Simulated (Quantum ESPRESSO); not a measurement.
# AlN (F-43m): a mode Grüneisen parameter, worked out

Wanted: a fit of frequency against volume for AlN (F-43m), tested on a run that is left out of it.

Method: DFT LDA, scalar-relativistic, plane waves, PseudoDojo norm-conserving pseudopotentials, in Quantum ESPRESSO 7.5.

### 1. The relaxed structure

Symmetry: F-43m, No. 216, cubic system. The conventional cell has a = 4.333 Å, b = 4.333 Å, c = 4.333 Å, α = 90.00°, β = 90.00°, γ = 90.00°. Nearest to Al lie 4 N at 1.88 Å. Nearest to N lie 4 Al at 1.88 Å. Farther neighbours and most contacts between anions are not listed.

As a file:

```
CELL_PARAMETERS angstrom
-2.16650 0.00000 2.16650
0.00000 2.16650 2.16650
-2.16650 2.16650 0.00000
ATOMIC_POSITIONS crystal
Al 0.00000 0.00000 0.00000
N 0.75000 0.75000 0.75000
```

This is the cell after its relaxation at this level of theory, not the database cell from which that began.

### 2. Runs at several volumes

The relaxed cell is scaled uniformly; in this structure symmetry fixes all atoms, so nothing has to be relaxed anew. Each volume gets a ground state and a response at Γ. The mode followed is the highest one without the macroscopic field, of symmetry T2; longitudinal polar modes lie higher. Cutoff 92 Ry, k mesh 8×8×8.

From the response at V/V₀ = 0.94:

The program printed:

```text
[banners, grids, parts of the stress and lines that vanish by symmetry left out]
Program PHONON v.7.5
     Reading xml data from directory:

[...]
Exchange-correlation= PW
                           (   1   4   0   0   0   0   0)
[...]
kinetic-energy cut-off    =      92.0000  Ry
     charge density cut-off    =     368.0000  Ry
     convergence threshold     =      1.0E-18
[...]
Exchange-correlation= PW
                           (   1   4   0   0   0   0   0)
[...]
q = (   0.0000000   0.0000000   0.0000000 )
     25 Sym.Ops. (with q -> -q+G )
     G cutoff =  299.8594  (  15353 G-vectors)     FFT grid: ( 36, 36, 36)
     number of k points=    29
[...]
Mode symmetry, T_d (-43m)  point group:
[...]
Dielectric constant
[...]
End of electric fields calculation
          Dielectric constant in cartesian axis
          (       4.410074045      -0.000000000       0.000000000 )
          (      -0.000000000       4.410074045      -0.000000000 )
          (       0.000000000      -0.000000000       4.410074045 )
          Effective charges (d Force / dE) in cartesian axis without acoustic sum rule applied (asr)
           atom    1  Al    Mean Z*:        2.51992
      Ex  (        2.51992       -0.00000       -0.00000 )
      Ey  (       -0.00000        2.51992       -0.00000 )
      Ez  (       -0.00000       -0.00000        2.51992 )
           atom    2  N     Mean Z*:       -2.52293
      Ex  (       -2.52293        0.00000        0.00000 )
      Ey  (        0.00000       -2.52293        0.00000 )
      Ez  (        0.00000        0.00000       -2.52293 )
          Effective charges Sum: Mean:       -0.00301
[...]
Effective charges (d Force / dE) in cartesian axis with asr applied:
           atom    1  Al    Mean Z*:        2.52142
[...]
atom    2  N     Mean Z*:       -2.52142
[...]
Representation #   1 modes #   1   2   3
[...]
End of self-consistent calculation
     Convergence has been achieved
     Representation #   2 modes #   4   5   6
[...]
End of self-consistent calculation
     Convergence has been achieved
[...]
Dielectric constant in cartesian axis
          (       4.410074045      -0.000000000       0.000000000 )
          (      -0.000000000       4.410074045      -0.000000000 )
          (       0.000000000      -0.000000000       4.410074045 )
          Effective charges (d Force / dE) in cartesian axis without acoustic sum rule applied (asr)
           atom    1  Al    Mean Z*:        2.51992
      Ex  (        2.51992       -0.00000       -0.00000 )
      Ey  (       -0.00000        2.51992       -0.00000 )
      Ez  (       -0.00000       -0.00000        2.51992 )
           atom    2  N     Mean Z*:       -2.52293
      Ex  (       -2.52293        0.00000        0.00000 )
      Ey  (        0.00000       -2.52293        0.00000 )
      Ez  (        0.00000        0.00000       -2.52293 )
          Effective charges Sum: Mean:       -0.00301
[...]
Effective charges (d Force / dE) in cartesian axis with asr applied:
           atom    1  Al    Mean Z*:        2.52142
[...]
atom    2  N     Mean Z*:       -2.52142
[...]
q = (    0.000000000   0.000000000   0.000000000 )
[...]
freq (    1) =       0.029237 [THz] =       0.975228 [cm-1]
     freq (    2) =       0.029237 [THz] =       0.975228 [cm-1]
     freq (    3) =       0.029237 [THz] =       0.975228 [cm-1]
     freq (    4) =      21.889316 [THz] =     730.148976 [cm-1]
     freq (    5) =      21.889316 [THz] =     730.148976 [cm-1]
     freq (    6) =      21.889316 [THz] =     730.148976 [cm-1]
[...]
Mode symmetry, T_d (-43m)  point group:
     freq (   1-   3) =          1.0  [cm-1]   --> T_2  G_15 P_4   I+R
     freq (   4-   6) =        730.1  [cm-1]   --> T_2  G_15 P_4   I+R

   JOB DONE.
```

One volume, V/V₀ = 0.97, is held back as a test.

| V/V₀ | volume (Å³/atom) | pressure (GPa) | ω (cm⁻¹) |
| --- | --- | --- | --- |
| 0.94 | 9.559 | 14.66 | 730.15 |
| 0.97 | 9.864 | 6.80 | held back |
| 1 | 10.169 | 0.02 | 669.49 |
| 1.03 | 10.474 | -5.85 | 641.61 |
| 1.06 | 10.779 | -10.92 | 615.20 |

### 3. The fit

The mode Grüneisen parameter is γ = −d ln ω / d ln V.

| ln(V/V₀) | ln ω |
| --- | --- |
| -0.0619 | 6.5932 |
| 0.0000 | 6.5065 |
| 0.0296 | 6.4640 |
| 0.0583 | 6.4219 |

A straight line through these points has the slope -1.424, so γ = 1.42; at V/V₀ = 0.97 it predicts ω = exp(6.5057 + 0.0434) = 698.57 cm⁻¹.

A parabola of pressure against ln V through V/V₀ = 0.97, 1 and 1.03 gives the bulk modulus B = −dP/d ln V = 210 GPa at V₀. With ω₀ from the fitted line the pressure coefficient follows as dω/dP = γ ω₀ / B = 1.42 × 668.9 / 210 = 4.53 cm⁻¹/GPa.

### 4. The run that was held back

The program printed:

```text
[banners, grids, parts of the stress and lines that vanish by symmetry left out]
[banner, memory and clock lines left out]
Program PHONON v.7.5

[...]
Exchange-correlation= PW
                           (   1   4   0   0   0   0   0)
[...]
kinetic-energy cut-off    =      92.0000  Ry
     charge density cut-off    =     368.0000  Ry
     convergence threshold     =      1.0E-18
[...]
Exchange-correlation= PW
                           (   1   4   0   0   0   0   0)
[...]
q = (   0.0000000   0.0000000   0.0000000 )
     25 Sym.Ops. (with q -> -q+G )
     G cutoff =  306.2059  (  16049 G-vectors)     FFT grid: ( 36, 36, 36)
     number of k points=    29
[...]
Mode symmetry, T_d (-43m)  point group:
[...]
Dielectric constant
[...]
End of electric fields calculation
          Dielectric constant in cartesian axis
          (       4.452926662      -0.000000000       0.000000000 )
          (      -0.000000000       4.452926662       0.000000000 )
          (      -0.000000000       0.000000000       4.452926662 )
          Effective charges (d Force / dE) in cartesian axis without acoustic sum rule applied (asr)
           atom    1  Al    Mean Z*:        2.52418
      Ex  (        2.52418       -0.00000       -0.00000 )
      Ey  (       -0.00000        2.52418        0.00000 )
      Ez  (       -0.00000       -0.00000        2.52418 )
           atom    2  N     Mean Z*:       -2.52722
      Ex  (       -2.52722       -0.00000        0.00000 )
      Ey  (       -0.00000       -2.52722       -0.00000 )
      Ez  (        0.00000       -0.00000       -2.52722 )
[...]
Representation #   1 modes #   1   2   3
[...]
End of self-consistent calculation
     Convergence has been achieved
     Representation #   2 modes #   4   5   6
[...]
End of self-consistent calculation
     Convergence has been achieved
[...]
Dielectric constant in cartesian axis
          (       4.452926662      -0.000000000       0.000000000 )
          (      -0.000000000       4.452926662       0.000000000 )
          (      -0.000000000       0.000000000       4.452926662 )
          Effective charges (d Force / dE) in cartesian axis without acoustic sum rule applied (asr)
           atom    1  Al    Mean Z*:        2.52418
      Ex  (        2.52418       -0.00000       -0.00000 )
      Ey  (       -0.00000        2.52418        0.00000 )
      Ez  (       -0.00000       -0.00000        2.52418 )
           atom    2  N     Mean Z*:       -2.52722
      Ex  (       -2.52722       -0.00000        0.00000 )
      Ey  (       -0.00000       -2.52722       -0.00000 )
      Ez  (        0.00000       -0.00000       -2.52722 )
          Effective charges Sum: Mean:       -0.00304
[...]
Effective charges (d Force / dE) in cartesian axis with asr applied:
           atom    1  Al    Mean Z*:        2.52570
[...]
atom    2  N     Mean Z*:       -2.52570
[...]
q = (    0.000000000   0.000000000   0.000000000 )
[...]
freq (    1) =       0.076506 [THz] =       2.551971 [cm-1]
     freq (    2) =       0.076506 [THz] =       2.551971 [cm-1]
     freq (    3) =       0.076506 [THz] =       2.551971 [cm-1]
     freq (    4) =      20.954523 [THz] =     698.967639 [cm-1]
     freq (    5) =      20.954523 [THz] =     698.967639 [cm-1]
     freq (    6) =      20.954523 [THz] =     698.967639 [cm-1]
[...]
Mode symmetry, T_d (-43m)  point group:
     freq (   1-   3) =          2.6  [cm-1]   --> T_2  G_15 P_4   I+R
     freq (   4-   6) =        699.0  [cm-1]   --> T_2  G_15 P_4   I+R
```

It gives 698.97 cm⁻¹ against the predicted 698.57 cm⁻¹, a miss of 0.4 cm⁻¹.

### 5. Results

```yaml
mode_grueneisen_parameter: 1.424
bulk_modulus: 210 GPa
pressure_coefficient: 4.53 cm⁻¹/GPa
```

What this shows: The highest optical mode of AlN (F-43m) without the LO-TO term stiffens by 4.53 cm⁻¹ a GPa near the relaxed volume, with γ = 1.42. The power law meets all 5 runs within 0.09 %; between neighbouring volumes γ runs from 1.39 to 1.46. Such a coefficient turns a measured shift of this mode into a hydrostatic stress; uniaxial or biaxial stress splits the mode and needs deformation potentials. These are harmonic values at zero temperature for the structure held cubic, which a run at Γ can't show to be stable; the bulk modulus rests on three points.

[Host names and launcher messages were left out of these logs when they were recorded.]

[Logs are printed without paths, hosts, clocks, repeated set-up lines and the standing remarks that a program may print on its own settings, such as how far it seeks lower states.]

[Hosts, paths, dates, database ids (printed as entryN), source tags and the programs' standing remarks are cut or masked in the printed files.]
